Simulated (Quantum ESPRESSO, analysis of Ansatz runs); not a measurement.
# MgAl2C2 (P-3m1), nudged elastic band: Mg_i by the interstitialcy path (q = +2) (Quantum ESPRESSO)

Aim: the barrier of one jump in MgAl2C2 (P-3m1) at charge +2: Mg_i by the interstitialcy path. The model is a cell of 90 host atoms with 1 Mg put in; Mg is the atom that moves.

Calculated with Quantum ESPRESSO 7.5; Quantum ESPRESSO plane-wave DFT, PBEsol, GBRV 1.5 PBEsol potentials; nudged elastic band between two relaxed defect structures at fixed charge in a uniform background.

**1. Starting point**

The cell holds 91 atoms: 19 Mg, 36 Al and 36 C. Cell: a = 10.125 Å, b = 10.125 Å, c = 11.544 Å, α = 90.0°, β = 90.0°, γ = 120.0°. It derives from MgAl2C2 (space group P-3m1). Nearest the centre at fractional (0.667, 0.667, 0.084): Mg81 at 0.94 Å, Mg91 at 0.98 Å, C84 at 2.01 Å, C74 at 2.03 Å, C44 at 2.04 Å, Al42 at 2.21 Å, Al52 at 2.22 Å, Al82 at 2.24 Å. The cell carries charge +2.

The cell's shortest repeat is 10.1 Å.

**2. Relaxation of the start point, charge +2**

The ends come first: from an unrelaxed start the top is counted from too high an energy, and the barrier comes out too low. Small random displacements break the symmetry of the ideal sites, so that the defect can distort if it gains by it. The charge of +2 is set by the electron count, and a uniform background keeps the cell neutral.

Input file pw.in:

```
&CONTROL
  calculation = 'relax'
  prefix = 'pwscf'
  outdir = './tmp'
  pseudo_dir = './pseudo'
  tprnfor = .true.
  disk_io = 'low'
  nstep = 70
  forc_conv_thr = 0.00078
  etot_conv_thr = 0.0001
/
&SYSTEM
  ibrav = 0
  nat = 91
  ntyp = 3
  ecutwfc = 40
  ecutrho = 324
  nbnd = 224
  occupations = 'fixed'
  tot_charge = 2
  nosym = .true.
/
&ELECTRONS
  conv_thr = 9d-08
  electron_maxstep = 100
  mixing_beta = 0.5
/
&IONS
  ion_dynamics = 'bfgs'
/
ATOMIC_SPECIES
Mg    24.3050 mg_pbesol_v1.4.uspp.F.UPF
Al    26.9815 al_pbesol_v1.uspp.F.UPF
C     12.0110 c_pbesol_v1.2.uspp.F.UPF
CELL_PARAMETERS angstrom
  10.1245332437    0.0000000000    0.0000000000
  -5.0622666219    8.7681028566    0.0000000000
   0.0000000000    0.0000000000   11.5437997057
ATOMIC_POSITIONS crystal
Mg    -0.0033634950   -0.0018820341   -0.0004429083
Al     0.2241954292    0.1140975253    0.1761586640
[... 9 atom lines left out ...]
Al     0.2236920268    0.4425718356    0.1754890233
[... 2 atom lines left out ...]
C      0.2213639643    0.4460639670    0.3636316063
[... 4 atom lines left out ...]
C      0.2216544884    0.4466486311    0.8667362616
Mg    -0.0020839910    0.6677286557    0.0009181644
[... 1 atom line left out ...]
Al     0.1107712582    0.8859049204    0.3242658024
C      0.1143418860    0.8914368531    0.1348584923
[... 3 atom lines left out ...]
Al     0.1090690561    0.8863602069    0.8234253449
[... 4 atom lines left out ...]
Al     0.4454322749    0.2251728290    0.3237933593
C      0.4433641229    0.2221144450    0.1321710875
[... 3 atom lines left out ...]
Al     0.4436817784    0.2205929202    0.8227528871
[... 2 atom lines left out ...]
Mg     0.3349883640    0.3334445121    0.0021860424
Al     0.5553503210    0.4463137648    0.1768958097
Al     0.4431661003    0.5532377942    0.3269464666
C      0.4444326744    0.5530231635    0.1359653720
C      0.5544918622    0.4440476260    0.3629252145
[... 1 atom line left out ...]
Al     0.5568766959    0.4463718771    0.6770865454
Al     0.4466387425    0.5587585421    0.8242861468
[... 1 atom line left out ...]
C      0.5588236149    0.4465031749    0.8660657480
Mg     0.3316349992    0.6656004369   -0.0022479949
Al     0.5559731330    0.7805858539    0.1737556767
Al     0.4467185769    0.8917727497    0.3262305494
C      0.4434529555    0.8855788215    0.1343009502
C      0.5536623177    0.7777895058    0.3673872354
[... 1 atom line left out ...]
Al     0.5558139424    0.7756394163    0.6766236814
Al     0.4436323532    0.8867340422    0.8270428377
[... 1 atom line left out ...]
C      0.5564265890    0.7792937674    0.8677200605
Mg     0.6685073539    0.0008273846    0.0021891622
Al     0.8871824332    0.1079530914    0.1739685584
[... 7 atom lines left out ...]
C      0.8862977899    0.1110364230    0.8667091732
Mg     0.6642207631    0.3308315938    0.0014298473
Al     0.8899119252    0.4458535393    0.1773139869
Al     0.7754760354    0.5565707000    0.3253348629
C      0.7798608188    0.5585780895    0.1357174357
[... 3 atom lines left out ...]
Al     0.7744913343    0.5531089473    0.8248759375
[... 1 atom line left out ...]
C      0.8893467622    0.4468744036    0.8670971788
Mg     0.6673847513    0.6675028323    0.0025062229
Al     0.8914823050    0.7803367487    0.1762460513
Al     0.7798841302    0.8914416652    0.3234678474
C      0.7752801531    0.8872019780    0.1328734701
C      0.8921080063    0.7798904319    0.3661543814
Mg     0.6694919181    0.6694813110    0.4992020408
[... 1 atom line left out ...]
Al     0.7747075357    0.8884875864    0.8256091785
[... 1 atom line left out ...]
C      0.8920546600    0.7787741205    0.8645514488
Mg     0.6681318218    0.6699384534    0.1689542409
K_POINTS gamma
```

The run is started by

```console
$ OMP_NUM_THREADS=1 mpirun -n 4 pw.x -in pw.in > pw.out
```

The program printed:

```text
[shortened: banners, details of potentials and solvers, and blank lines are left out]
     gamma-point specific algorithms are used
     one sub-group per band group will be used
     scalapack distributed-memory algorithm (size of sub-group:  2*  2 procs)
     bravais-lattice index     =            0
     lattice parameter (alat)  =      19.1326  a.u.
     unit-cell volume          =    6915.5389 (a.u.)^3
     number of atoms/cell      =           91
     number of atomic types    =            3
     number of electrons       =       440.00
     number of Kohn-Sham states=          224
     kinetic-energy cutoff     =      40.0000  Ry
     charge density cutoff     =     324.0000  Ry
     scf convergence threshold =      9.0E-08
     mixing beta               =       0.5000
     number of iterations used =            8  plain     mixing
     energy convergence thresh.=      1.0E-04
     force convergence thresh. =      7.8E-04
     Exchange-correlation= SLA  PW   PSX  PSC
                           (   1   4  10   8   0   0   0)
     nstep                     =           70
     crystal axes: (cart. coord. in units of alat)
               a(1) = (   1.000000   0.000000   0.000000 )
               a(2) = (  -0.500000   0.866025   0.000000 )
               a(3) = (   0.000000   0.000000   1.140181 )
     PseudoPot. # 1 for Mg read from file:
     mg_pbesol_v1.4.uspp.F.UPF
     Pseudo is Ultrasoft, Zval = 10.0
[...]
PseudoPot. # 2 for Al read from file:
     al_pbesol_v1.uspp.F.UPF
     Pseudo is Ultrasoft + core correction, Zval =  3.0
[...]
PseudoPot. # 3 for C  read from file:
     c_pbesol_v1.2.uspp.F.UPF
     Pseudo is Ultrasoft + core correction, Zval =  4.0
     atomic species   valence    mass     pseudopotential
     Mg               10.00    24.30500     Mg( 1.00)
     Al                3.00    26.98150     Al( 1.00)
     C                 4.00    12.01100     C ( 1.00)
     No symmetry found
     site n.     atom                  positions (alat units)
         1        Mg     tau(   1) = (  -0.0024225  -0.0016299  -0.0005050  )
         2        Al     tau(   2) = (   0.1671467   0.0988114   0.2008527  )
         3        Al     tau(   3) = (   0.0011744   0.1918447   0.3679495  )
         4        C      tau(   4) = (   0.0003972   0.1931397   0.1506228  )
         5        C      tau(   5) = (   0.1650913   0.0958043   0.4141393  )
         6        Mg     tau(   6) = (   0.0013264   0.0013437   0.5678068  )
         7        Al     tau(   7) = (   0.1639619   0.0960105   0.7683882  )
         8        Al     tau(   8) = (   0.0007393   0.1944347   0.9386199  )
[...]
number of k points=     1
                       cart. coord. in units 2pi/alat
        k(    1) = (   0.0000000   0.0000000   0.0000000), wk =   2.0000000
     Dense  grid:   340365 G-vectors     FFT dimensions: ( 120, 120, 125)
     Smooth grid:   118226 G-vectors     FFT dimensions: (  80,  80,  90)
     starting charge     436.2095, renormalised to     440.0000
     Self-consistent Calculation
     iteration #  1     ecut=    40.00 Ry     beta= 0.50
     total energy              =   -3025.16291356 Ry
     estimated scf accuracy    <      18.98151378 Ry
     iteration #  2     ecut=    40.00 Ry     beta= 0.50
     total energy              =   -3030.49877600 Ry
     estimated scf accuracy    <       1.94141156 Ry
     iteration #  3     ecut=    40.00 Ry     beta= 0.50
     total energy              =   -3030.67021212 Ry
     estimated scf accuracy    <       0.42097738 Ry
[...]
c_bands:  1 eigenvalues not converged
[...]
estimated scf accuracy    <       0.00004824 Ry
     iteration # 10     ecut=    40.00 Ry     beta= 0.50
     total energy              =   -3030.73095585 Ry
     estimated scf accuracy    <       0.00000690 Ry
[... 153 further cycles ...]
     iteration #  8     ecut=    40.00 Ry     beta= 0.50
     total energy              =   -3031.28333448 Ry
     estimated scf accuracy    <          1.6E-09 Ry
     iteration #  9     ecut=    40.00 Ry     beta= 0.50
     End of self-consistent calculation
          k = 0.0000 0.0000 0.0000 ( 14767 PWs)   bands (ev):
   -66.2636 -66.2403 -66.2380 -66.1984 -66.1976 -66.1975 -66.1974 -66.1972
   -66.1970 -66.1936 -66.1931 -66.1929 -66.1928 -66.1926 -66.1917 -66.1617
   -66.1521 -65.9309 -65.9207 -33.3009 -33.3006 -33.2473 -33.2162 -33.2062
   -33.1995 -33.1994 -33.1972 -33.1971 -33.1772 -33.1763 -33.1759 -33.1754
   -33.1749 -33.1743 -33.1727 -33.1719 -33.1715 -33.1709 -33.1705 -33.1696
   -33.1620 -33.1610 -33.1608 -33.1607 -33.1588 -33.1586 -33.1572 -33.1570
   -33.1569 -33.1566 -33.1560 -33.1559 -33.1546 -33.1539 -33.1538 -33.1537
   -33.1535 -33.1527 -33.1523 -33.1523 -33.1496 -33.1492 -33.1489 -33.1478
[...]
highest occupied, lowest unoccupied level (ev):     8.5230   11.0313
!    total energy              =   -3031.28333448 Ry
     estimated scf accuracy    <          2.5E-10 Ry
     The total energy is the sum of the following terms:
     one-electron contribution =   -1877.32148918 Ry
     hartree contribution      =    1078.42445188 Ry
     xc contribution           =    -603.13560529 Ry
     ewald contribution        =   -1629.25069190 Ry
     convergence has been achieved in   9 iterations
     Forces acting on atoms (cartesian axes, Ry/au):
     atom    1 type  1   force =     0.00018974    0.00005656   -0.00028264
     atom    2 type  2   force =    -0.00008238    0.00018835   -0.00046899
     atom    3 type  2   force =     0.00049726   -0.00034863    0.00071028
     atom    4 type  3   force =     0.00036071    0.00002497   -0.00061129
     atom    5 type  3   force =     0.00046724   -0.00026478    0.00003284
     atom    6 type  1   force =     0.00032118   -0.00033898   -0.00003964
     atom    7 type  2   force =    -0.00014777   -0.00005451   -0.00026327
     atom    8 type  2   force =    -0.00003253    0.00008805    0.00012039
[...]
Total force =     0.005289     Total SCF correction =     0.000038
     Energy error            =      7.4E-05 Ry
     Gradient error          =      1.3E-03 Ry/Bohr
     number of scf cycles    =  18
     number of bfgs steps    =  17
     energy             old  =   -3031.2832606375 Ry
     energy             new  =   -3031.2833344842 Ry
     CASE: energy            _new < energy            _old
     new trust radius        =       0.0040195428 bohr
     new conv_thr            =       0.0000000009 Ry
ATOMIC_POSITIONS (crystal)
Mg               0.0047688704        0.0066719814       -0.0063063044
Al               0.2223629938        0.1114788660        0.1744701540
Al               0.1111789007        0.2226159996        0.3236773858
C                0.1114273316        0.2223411161        0.1345555847
C                0.2220724770        0.1117389169        0.3637861034
Mg               0.0064715440        0.0054093469        0.5044223158
Al               0.2230155738        0.1108137624        0.6768856935
Al               0.1106599723        0.2231784565        0.8214073046
[...]
Self-consistent Calculation
     iteration #  1     ecut=    40.00 Ry     beta= 0.50
     total energy              =   -3031.28336572 Ry
     estimated scf accuracy    <       0.00003033 Ry
     iteration #  2     ecut=    40.00 Ry     beta= 0.50
     total energy              =   -3031.28336984 Ry
     estimated scf accuracy    <       0.00001783 Ry
     iteration #  3     ecut=    40.00 Ry     beta= 0.50
     total energy              =   -3031.28337355 Ry
     estimated scf accuracy    <       0.00000431 Ry
[...]
estimated scf accuracy    <       0.00000005 Ry
     iteration #  6     ecut=    40.00 Ry     beta= 0.50
     total energy              =   -3031.28337431 Ry
     estimated scf accuracy    <       0.00000002 Ry
     iteration #  7     ecut=    40.00 Ry     beta= 0.50
     total energy              =   -3031.28337431 Ry
     estimated scf accuracy    <          3.3E-09 Ry
     iteration #  8     ecut=    40.00 Ry     beta= 0.50
     End of self-consistent calculation
          k = 0.0000 0.0000 0.0000 ( 14767 PWs)   bands (ev):
   -66.2617 -66.2421 -66.2363 -66.1972 -66.1963 -66.1961 -66.1959 -66.1959
   -66.1955 -66.1945 -66.1940 -66.1940 -66.1939 -66.1935 -66.1928 -66.1576
   -66.1530 -65.9326 -65.9214 -33.2991 -33.2990 -33.2457 -33.2166 -33.2053
   -33.2013 -33.2012 -33.1955 -33.1954 -33.1760 -33.1750 -33.1746 -33.1741
   -33.1737 -33.1737 -33.1730 -33.1729 -33.1725 -33.1719 -33.1714 -33.1707
   -33.1606 -33.1598 -33.1594 -33.1593 -33.1579 -33.1576 -33.1574 -33.1572
   -33.1570 -33.1569 -33.1559 -33.1557 -33.1548 -33.1547 -33.1537 -33.1533
   -33.1532 -33.1526 -33.1522 -33.1510 -33.1506 -33.1503 -33.1499 -33.1488
[...]
highest occupied, lowest unoccupied level (ev):     8.5229   11.0312
!    total energy              =   -3031.28337431 Ry
     estimated scf accuracy    <          8.7E-10 Ry
     The total energy is the sum of the following terms:
     one-electron contribution =   -1877.35704736 Ry
     hartree contribution      =    1078.44349554 Ry
     xc contribution           =    -603.13562007 Ry
     ewald contribution        =   -1629.23420242 Ry
     convergence has been achieved in   8 iterations
     Forces acting on atoms (cartesian axes, Ry/au):
     atom    1 type  1   force =     0.00004702   -0.00004581   -0.00000631
     atom    2 type  2   force =    -0.00004429    0.00009072   -0.00044326
     atom    3 type  2   force =     0.00060222   -0.00037957    0.00049617
     atom    4 type  3   force =     0.00036315    0.00011545   -0.00026282
     atom    5 type  3   force =     0.00034799   -0.00012761   -0.00018045
     atom    6 type  1   force =     0.00016643   -0.00025959    0.00016798
     atom    7 type  2   force =    -0.00041218    0.00007475   -0.00006407
     atom    8 type  2   force =     0.00007632    0.00007140    0.00002309
[...]
Total force =     0.003924     Total SCF correction =     0.000088
     Energy error            =      4.0E-05 Ry
     Gradient error          =      7.7E-04 Ry/Bohr
     bfgs converged in  19 scf cycles and  18 bfgs steps
     (criteria: energy <  1.0E-04 Ry, force <  7.8E-04 Ry/Bohr)
     End of BFGS Geometry Optimization
     Final energy             =   -3031.2833743118 Ry
Begin final coordinates
ATOMIC_POSITIONS (crystal)
Mg               0.0047688704        0.0066719814       -0.0063063044
Al               0.2223629938        0.1114788660        0.1744701540
Al               0.1111789007        0.2226159996        0.3236773858
C                0.1114273316        0.2223411161        0.1345555847
C                0.2220724770        0.1117389169        0.3637861034
Mg               0.0064715440        0.0054093469        0.5044223158
Al               0.2230155738        0.1108137624        0.6768856935
Al               0.1106599723        0.2231784565        0.8214073046
[...]
End final coordinates
   JOB DONE.
```

Elapsed: 13 min, on 4 MPI ranks of Arm Neoverse V2, shared host; peak memory 1.9 GiB; 54 min of CPU time.

The steps of the relaxation:

```tsv
step	energy less that of the first step (eV)
0	0.0000
1	-4.9619
2	-5.9857
3	-6.4956
4	-6.6858
5	-6.8738
6	-7.0986
7	-7.2560
8	-7.3506
9	-7.4268
10	-7.4598
11	-7.4855
12	-7.4972
13	-7.5054
14	-7.5100
15	-7.5129
16	-7.5145
17	-7.5155
18	-7.5160
```

The atoms that moved most (Å):

```tsv
atom	dx	dy	dz	length
Mg91	0.002	-0.026	0.921	0.922
Al42	0.012	-0.185	-0.123	0.222
Al73	0.177	-0.090	0.076	0.213
Al82	0.135	0.067	-0.116	0.190
Al83	-0.009	0.152	0.098	0.180
Al52	-0.139	0.064	-0.088	0.176
Al43	-0.146	-0.062	0.058	0.169
C55	0.052	-0.016	-0.127	0.138
```

Neighbours of Mg91 at the end:

```tsv
atom	distance (Å)
C44	2.278
C74	2.279
C55	2.279
C45	2.279
C84	2.279
C85	2.280
Al42	2.324
Al82	2.324
Al52	2.325
Al43	2.326
Al83	2.327
Al73	2.327
```

Read from the output:

```yaml
highest_filled_level: 8.523 eV
lowest_empty_level: 11.03 eV
r_m_s_move_of_the_farther_half_of_the_atoms: 0.03474 Å
largest_move_from_the_ideal_geometry_of_this_structure_a_common_shift_of_the_far_atoms_taken_out: 0.9394 Å
```

The relaxation gained 7.516 eV and ended with a largest force component of 0.020 eV/Å.

[end of part 1 of 3]

[Logs are printed without paths, hosts, clocks, repeated set-up lines and the standing remarks that a program may print on its own settings, such as how far it seeks lower states.]

[Hosts, paths, dates, database ids (printed as entryN), source tags and the programs' standing remarks are cut or masked in the printed files.]
